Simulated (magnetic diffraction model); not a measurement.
# Moment size from magnetic intensity in NaCrI₅

Space group Pmc2_1 (no. 26), a = 7.7360 Å, b = 10.5610 Å, c = 13.5560 Å.

```
site  atom       x       y       z
  4c     I  0.7260  0.5365  0.9172
  2b     I     1/2  0.7548  0.4536
  2a     I       0  0.1480  0.9196
  4c     I  0.2531  0.2912  0.7384
  2a     I       0  0.1589  0.5658
  2b     I     1/2  0.4426  0.1912
  4c     I  0.7722  0.0490  0.2376
  2a    Cr       0  0.1196  0.7400
  2b    Cr     1/2  0.4296  0.8365
  2a    Na       0  0.6161  0.6358
  2b    Na     1/2  0.1222  0.4891
```

This is a made-up structure (elements placed in a structure type, unrelaxed), so the numbers test the method and describe no known phase.

Only Cr is taken to order (form factors of Cr4+); orders and moment sizes are assumed, and not adapted to the symmetry. Radiation: neutrons of λ = 4.2 Å, 3° to 60°; isotropic B of 0.66 Å² (I), 0.77 Å² (Cr) and 0.77 Å² (Na). The intensities are simulated: I ∝ L Σ (|F_N|² + |F_M⊥|²) for unpolarised neutrons, with F_M = 2.695 fm/μB × Σ f(s) S exp(2πi Q·r) exp(−B s²) at Q = H ± k (one set where k and −k are equivalent), only the part normal to Q counting and L = 1/(sin²θ cos θ). For collinear order S is the moment m, which repeats by lattice and centring translations R with the sign exp(−2πi k·R). Form factors are spin-only for 3d ions and dipole or tabulated for f ions, scattering lengths are Sears's of 1992, and absorption is left out. A label names one of the reflections at its angle. The strongest nuclear line in the range is 100, and lines under 0.2 are left out.

In a first state the assumed order is k = (0 0 0), collinear moments along [010], 1.89 μB on Cr; signs + at (0, 0.1196, 0.7400), + at (1/2, 0.4296, 0.8365), + at (1/2, 0.5704, 0.3365), + at (0, 0.8804, 0.2400), with this pattern:

```
2θ (°)    index  nuclear  magnetic
 22.94  (0 1 0)      3.5       0.0
 29.20  (0 1 1)    100.0       7.8
 36.10  (0 0 2)     37.7      16.1
 39.33  (1 1 0)     90.3      17.4
 43.20  (0 1 2)     18.2       5.2
 43.49  (1 1 1)     11.8       2.0
 46.87  (0 2 0)      7.8       0.0
 48.65  (1 0 2)     20.9       8.4
 50.53  (0 2 1)      5.5       0.3
 54.44  (1 1 2)     30.6      15.2
 57.57  (1 2 0)      4.0       0.5
```

**Question.** Nearer the ordering temperature the line at 39.33° has total intensity 91.9 on the same scale, and all moments have shrunk alike. How large is the Cr moment?

The nuclear part, 90.3, stays, so the magnetic part is 1.6 against 17.4. It goes as m², so m = 1.89 × √(1.6/17.4) = 0.57 μB; the value used was 0.57 μB.

[Logs are printed without paths, hosts, clocks, repeated set-up lines and the standing remarks that a program may print on its own settings, such as how far it seeks lower states.]
